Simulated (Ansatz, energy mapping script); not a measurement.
**NaMnBr3 in a distorted perovskite structure: exchange couplings from total energies (octahedra turned by 12°)**

Wanted: the magnetic order of NaMnBr3 in a distorted perovskite structure, its couplings and an estimate of its ordering temperature, by PBEsol+U (3.8 eV).

Main program and level: Ansatz 0.2.0; PBEsol with U = 3.8 eV on Mn d, ortho-atomic projectors; plane waves, U on orthogonalised atomic orbitals unless named otherwise, collinear spin, no spin–orbit coupling.

Most raw output is cut from this account.

In doubt: warnings of the run leave room for a lower electronic state (step 2), so energies may not be the lowest and differences between runs may mislead.

## Step 1: Set-up

It takes space group P4/mbm (No. 127, tetragonal). The conventional cell has a = 7.308 Å, b = 7.308 Å, c = 5.283 Å, α = 90.00°, β = 90.00°, γ = 90.00°. Nearest to Na lie 8 Br at 3.33 to 3.65 Å. Nearest to Mn lie 6 Br at 2.64 Å. Br has 2 Mn at 2.64 Å and 4 Na at 3.65 Å nearest. Nearest to Br lie 2 Mn at 2.64 Å and 2 Na at 3.33 Å. perovskite prototype, lattice guessed from radii. Farther neighbours and most contacts between anions are not listed.

Coordinates:

```cif
data_structure
_symmetry_space_group_name_H-M 'P 1'
_symmetry_Int_Tables_number 1
_cell_length_a 7.3077
_cell_length_b 7.3077
_cell_length_c 5.2828
_cell_angle_alpha 90.000
_cell_angle_beta 90.000
_cell_angle_gamma 90.000
_cell_volume 282.11
loop_
_atom_site_label
_atom_site_type_symbol
_atom_site_fract_x
_atom_site_fract_y
_atom_site_fract_z
_atom_site_occupancy
Na1 Na 0.00000 0.50000 0.50000 1
Na2 Na 0.50000 0.00000 0.50000 1
Mn3 Mn 0.00000 0.00000 0.00000 1
Mn4 Mn 0.50000 0.50000 0.00000 1
Br5 Br 0.00000 0.00000 0.50000 1
Br6 Br 0.50000 0.50000 0.50000 1
Br7 Br 0.30314 0.19686 0.00000 1
Br8 Br 0.69686 0.80314 0.00000 1
Br9 Br 0.19686 0.69686 0.00000 1
Br10 Br 0.80314 0.30314 0.00000 1
```

This cell was built for the study (perovskite prototype, lattice guessed from radii), not taken from an experiment; the compound need not form in this structure.

The parent cell was relaxed beforehand in Ansatz under PBEsol with U = 3.6 eV on Mn d, ortho-atomic projectors, from parallel moments.

This cell differs from the relaxed one by: octahedra turned by 12°. The bonds from the magnetic cation to the anions keep their length, so the cell shrinks in the plane.

A Hubbard U penalises fractional filling of the shell. It raises the cost of virtual hops to the neighbours, so couplings that rest on such hops usually weaken.

## Step 2: Seed run in the crystal's own cell

A corrected shell can settle in several orbital fillings. One parallel run, with an occupation width a fifth wider than the orders use, therefore is to supply the occupation matrices. All orders start from them.

The input, input.yaml:

```yaml
crystal:
  lattice:
    - [5.167329372, 5.167329372, 0.0]
    - [-5.167329372, 5.167329372, 0.0]
    - [0.0, 0.0, 5.282770584]
  atoms:
    - { symbol: Na, position: [0.0, 0.5, 0.5] }
    - { symbol: Na, position: [0.5, 0.0, 0.5] }
    - { symbol: Mn, position: [0.0, 0.0, 0.0], spin: 4.5 }
    - { symbol: Mn, position: [0.5, 0.5, 0.0], spin: 4.5 }
    - { symbol: Br, position: [0.0, 0.0, 0.5] }
    - { symbol: Br, position: [0.5, 0.5, 0.5] }
    - { symbol: Br, position: [0.30313914, 0.19686086, 0.0] }
    - { symbol: Br, position: [0.69686086, 0.80313914, 0.0] }
    - { symbol: Br, position: [0.19686086, 0.69686086, 0.0] }
    - { symbol: Br, position: [0.80313914, 0.30313914, 0.0] }
magnetization:
  spin_polarized: true
kpoints:
  mp_grid: { grid: [4, 4, 5] }
hamiltonian:
  xc: pbesol
  hubbard:
    sites: [{ species: Mn, l: d, u_eff: 3.8 }]
    projectors: ortho-atomic
scf:
  occupations: { method: fermi_dirac, width: 0.06 }
output:
  eigenvalues: true
```

Started as:

```
$ ansatz run input.yaml --threads 4 --pin off --max-ram 8192MiB --backend cpu --events-out ev --progress --plain --runs-dir out
```

It took 16 s on 4 threads of Arm Neoverse V2, shared host; peak memory 1.1 GiB.

Read from the output:

| Quantity | Value |
| --- | --- |
| final state | ferromagnetic |
| electrons in the corrected shells | 5.277, 5.277 e |
| largest moment | 4.519 μB |

## Step 3: Run 1 (parallel; cell A, 10 atoms)

The parallel order is the zero of energy for this cell and mesh.

This run holds the same structure in another cell (a 7.308 → 5.283 Å, c 5.283 → 7.308 Å).

The input, input.yaml:

```yaml
crystal:
  lattice:
    - [0.0, 0.0, 5.282770584]
    - [5.167329372, 5.167329372, 0.0]
    - [-5.167329372, 5.167329372, 0.0]
  atoms:
    - { symbol: Na, position: [0.5, 0.0, 0.5] }
    - { symbol: Na, position: [0.5, 0.5, 0.0] }
    - { symbol: Mn, position: [0.0, 0.0, 0.0], spin: 4.5 }
    - { symbol: Mn, position: [0.0, 0.5, 0.5], spin: 4.5 }
    - { symbol: Br, position: [0.5, 0.0, 0.0] }
    - { symbol: Br, position: [0.5, 0.5, 0.5] }
    - { symbol: Br, position: [0.0, 0.30313914, 0.19686086] }
    - { symbol: Br, position: [0.0, 0.69686086, 0.80313914] }
    - { symbol: Br, position: [0.0, 0.19686086, 0.69686086] }
    - { symbol: Br, position: [0.0, 0.80313914, 0.30313914] }
magnetization:
  spin_polarized: true
kpoints:
  mp_grid: { grid: [5, 4, 4] }
hamiltonian:
  xc: pbesol
  hubbard:
    sites:
      - { species: Mn, l: d, u_eff: 3.8 }
      - { site: 2, l: d, u_eff: 3.8, starting_ns: [{ spin: up, occupation_matrix: mn3_major }, { spin: down, occupation_matrix: mn3_minor }] }
      - { site: 3, l: d, u_eff: 3.8, starting_ns: [{ spin: up, occupation_matrix: mn4_major }, { spin: down, occupation_matrix: mn4_minor }] }
    projectors: ortho-atomic
    occupation_matrices:
      mn3_major:
        matrix:
          - [0.993, 0.0, 0.0, 0.0, 0.0]
          - [0.0, 0.998, 0.0, 0.0, 0.0]
          - [0.0, 0.0, 0.998, 0.0, 0.0]
          - [0.0, 0.0, 0.0, 0.995, 0.002]
          - [0.0, 0.0, 0.0, 0.002, 0.997]
      mn3_minor:
        matrix:
          - [0.102, 0.0, 0.0, 0.0, 0.0]
          - [0.0, 0.029, 0.0, 0.0, 0.0]
          - [0.0, 0.0, 0.029, 0.0, 0.0]
          - [0.0, 0.0, 0.0, 0.097, -0.024]
          - [0.0, 0.0, 0.0, -0.024, 0.037]
      mn4_major:
        matrix:
          - [0.993, 0.0, 0.0, 0.0, 0.0]
          - [0.0, 0.998, 0.0, 0.0, 0.0]
          - [0.0, 0.0, 0.998, 0.0, 0.0]
          - [0.0, 0.0, 0.0, 0.995, -0.002]
          - [0.0, 0.0, 0.0, -0.002, 0.997]
      mn4_minor:
        matrix:
          - [0.102, 0.0, 0.0, 0.0, 0.0]
          - [0.0, 0.029, 0.0, 0.0, 0.0]
          - [0.0, 0.0, 0.029, 0.0, 0.0]
          - [0.0, 0.0, 0.0, 0.097, 0.024]
          - [0.0, 0.0, 0.0, 0.024, 0.037]
scf:
  occupations: { method: fermi_dirac, width: 0.05 }
output:
  eigenvalues: true
```

It took 16 s on 4 threads; peak memory 1.1 GiB.

Spin moment in the sphere by atom:

| atom | spin moment in the sphere (μB) |
| --- | --- |
| Na1 | 0.00 |
| Na2 | 0.00 |
| Mn3 | 4.52 |
| Mn4 | 4.52 |
| Br5 | 0.04 |
| Br6 | 0.04 |
| Br7 | 0.04 |
| Br8 | 0.04 |
| Br9 | 0.04 |
| Br10 | 0.04 |

The run ends ferromagnetic.

## Step 4: Order 2: compensated +−, cell A of 10 atoms

This order reverses 4 of the 4 neighbours at 5.17 Å, counted for an average magnetic atom.

input.yaml: that of step 3 with these lines changed.

```diff
@@ -9,3 +9,3 @@
     - { symbol: Mn, position: [0.0, 0.0, 0.0], spin: 4.5 }
-    - { symbol: Mn, position: [0.0, 0.5, 0.5], spin: 4.5 }
+    - { symbol: Mn, position: [0.0, 0.5, 0.5], spin: -4.5 }
     - { symbol: Br, position: [0.5, 0.0, 0.0] }
@@ -26,3 +26,3 @@
       - { site: 2, l: d, u_eff: 3.8, starting_ns: [{ spin: up, occupation_matrix: mn3_major }, { spin: down, occupation_matrix: mn3_minor }] }
-      - { site: 3, l: d, u_eff: 3.8, starting_ns: [{ spin: up, occupation_matrix: mn4_major }, { spin: down, occupation_matrix: mn4_minor }] }
+      - { site: 3, l: d, u_eff: 3.8, starting_ns: [{ spin: up, occupation_matrix: mn4_minor }, { spin: down, occupation_matrix: mn4_major }] }
     projectors: ortho-atomic
```

The job ended after 17 s (4 threads; peak memory 1.1 GiB; 66 s of CPU time).

Spin moment in the sphere by atom:

| atom | spin moment in the sphere (μB) |
| --- | --- |
| Na1 | 0.00 |
| Na2 | 0.00 |
| Mn3 | 4.48 |
| Mn4 | -4.48 |
| Br5 | 0.03 |
| Br6 | -0.03 |
| Br7 | 0.00 |
| Br8 | 0.00 |
| Br9 | 0.00 |
| Br10 | 0.00 |

The run ends antiferromagnetic, 25.09 meV a magnetic atom below the parallel order of its cell.

## Step 5: From energies to couplings

Each energy difference is a sum of couplings weighted by the pairs that the order reverses. A few near shells are fitted to the differences by least squares. Energies are those extrapolated to zero occupation width, not the free energies F.

Energies from the parallel order of the same cell:

| order | atoms | energy (meV a magnetic atom) | moments (μB) | moments kept as typed | opposed neighbours at 5.17 Å |
| --- | --- | --- | --- | --- | --- |
| parallel | 10 | 0.00 | 4.52 | yes | 0 |
| compensated +− | 10 | -25.09 | 4.48 | yes | 4 |

Couplings from the energies, with E = −Σ J e·e over ordered pairs:

| pair | distance (Å) | neighbours | J (meV) |
| --- | --- | --- | --- |
| Mn–Mn | 5.17 | 4 | -3.14 |

Limits of this fit: the pairs at 5.28 Å are left out of the fit, though near enough to matter; one energy difference fixes this value, which holds the part of every shell that the order reverses.

## Step 6: Against the first cell

The first set of orders, under PBEsol+U (3.8 eV), octahedra turned by 0°, took 86 s of CPU time summed over its finished orders (seed run apart), these 2.1 min.

| quantity | this set | first set |
| --- | --- | --- |
| J at 5.17 Å (5.28 Å in the first set), meV | -3.14 | -3.49 |

The coupling that led in the first set goes from -3.49 to -3.14 meV.

## Step 7: Summary of results

- lowest order tried: compensated +−
- largest fitted value, Mn–Mn at 5.17 Å: -3.14 meV

In words: Of the orders tried, NaMnBr3 in a distorted perovskite structure (octahedra turned by 12°) prefers the order “compensated +−” under PBEsol+U (3.8 eV), with 4 of 4 neighbours at 5.17 Å opposed. How the layers stack magnetically is not fixed by these couplings. Orders that were not tried, spirals among them, may lie lower. The one fitted coupling is the Mn–Mn pair at 5.17 Å, antiferromagnetic at -3.1 meV, across a ligand at about 156°. It also takes up the part of reversed shells that are not fitted, so neither its size nor its rank as a single path is established. The orders also reverse pairs at 7.39 Å, which are not fitted, so the fitted values hold their part too. No fitted order reverses the pairs at 7.31, 9.02 and 10.33 Å, so their coupling is unknown and is set to zero in the model. 1 energy difference fixes 1 coupling with none to spare, so the fit tests nothing. In the fitted orders moments change by up to 0.85 % against the parallel run of the same cell, so their size stays put. The pairs at 5.28 Å are nearer than the strongest fitted shell or at most 15 % farther, and these orders do not fix their coupling, so no ordering temperature is given. The cell was built from a prototype and relaxed before the change was imposed without further relaxation; a distortion that needs a larger cell, or another structure that the compound may prefer, is not captured.

[Logs and program files are shortened in this print: banners, set-up blocks, solver, clock and traceback lines can be left out without a mark of their own.]

[Logs are printed without paths, hosts, clocks, repeated set-up lines and the standing remarks that a program may print on its own settings, such as how far it seeks lower states.]

[Hosts, paths, dates, database ids (printed as entryN), source tags and the programs' standing remarks are cut or masked in the printed files.]

[Where a cell is said to come from a database of computed structures, the database is the Materials Project.]
